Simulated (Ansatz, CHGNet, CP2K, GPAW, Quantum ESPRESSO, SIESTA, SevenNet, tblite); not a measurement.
# Which run comes nearest? Random packing of 35PbO-65B2O3 (mol %) (67 atoms)

Density of this cell: 4.24 g/cm³. The cell holds 67 atoms: 6 Pb, 39 O and 22 B. Its edges and angles: a = 9.376 Å, b = 9.376 Å, c = 9.376 Å, α = 90.0°, β = 90.0°, γ = 90.0°. 67 atoms (6 Pb, 39 O, 22 B) packed at random in a cube at 4.24 g/cm³ and pushed apart as soft spheres, cations and anions kept from their own kind; a start for melting by ab initio MD, not an equilibrated structure. Then every atom was moved at random, 0.02 Å r.m.s. a Cartesian component.

Geometry: as built.

The reference, a calculation:

| Item | Value |
| --- | --- |
| method | Kohn-Sham DFT, PBE, SSSP efficiency 1.3.0 pseudopotentials, plane waves (Quantum ESPRESSO 7.5); sssp-pbe-1.3.0-efficiency, cutoffs 60/480 Ry, Γ point |
| r.m.s. force component | 2.579 eV/Å |
| longest force | 7.518 eV/Å |
| pressure | -15.38 GPa |
| time | 4.7 min on 4 MPI ranks of Arm Neoverse V2, shared host |
| CPU time | 19 min |

Runs, in no order:
A. GPAW PBE, LCAO dzp, h 0.25 Å: Kohn-Sham DFT, PBE, PAW, atomic orbitals (dzp)
B. SevenNet l3i5 potential: machine-learned interatomic potential SevenNet l3i5, trained on PBE(+U) plane-wave data
C. GPAW PBE, grid h 0.2 Å: Kohn-Sham DFT, PBE, PAW, finite differences on a real-space grid
D. QE PBE, gbrv-1.5, 40/200 Ry: Kohn-Sham DFT, PBE, GBRV 1.5 ultrasoft pseudopotentials, plane waves
E. GPAW PBE, LCAO dzp, h 0.18 Å: Kohn-Sham DFT, PBE, PAW, atomic orbitals (dzp)

Q: Order them from the smallest to the largest r.m.s. force difference.

D, C, E, B, A.

| run | Δ force, r.m.s. (meV/Å) | share of r.m.s. force (%) | CPU time |
| --- | --- | --- | --- |
| D. QE PBE, gbrv-1.5, 40/200 Ry | 49.5 | 1.92 | 7.4 min |
| C. GPAW PBE, grid h 0.2 Å | 79.5 | 3.08 | 7.3 min |
| E. GPAW PBE, LCAO dzp, h 0.18 Å | 180 | 6.97 | 4.1 min |
| B. SevenNet l3i5 potential | 530 | 20.6 | 8.2 s |
| A. GPAW PBE, LCAO dzp, h 0.25 Å | 875 | 33.9 | 1.8 min |

Machine-learned potentials mimic data converged in k, so the reference's own k-point error enters their differences. The electronic-structure runs sample only Γ, in a cell whose shortest periodic width is 9 Å, which is coarse for a cell with partly filled levels.

[Hosts, paths, dates, database ids (printed as entryN), source tags and the programs' standing remarks are cut or masked in the printed files.]
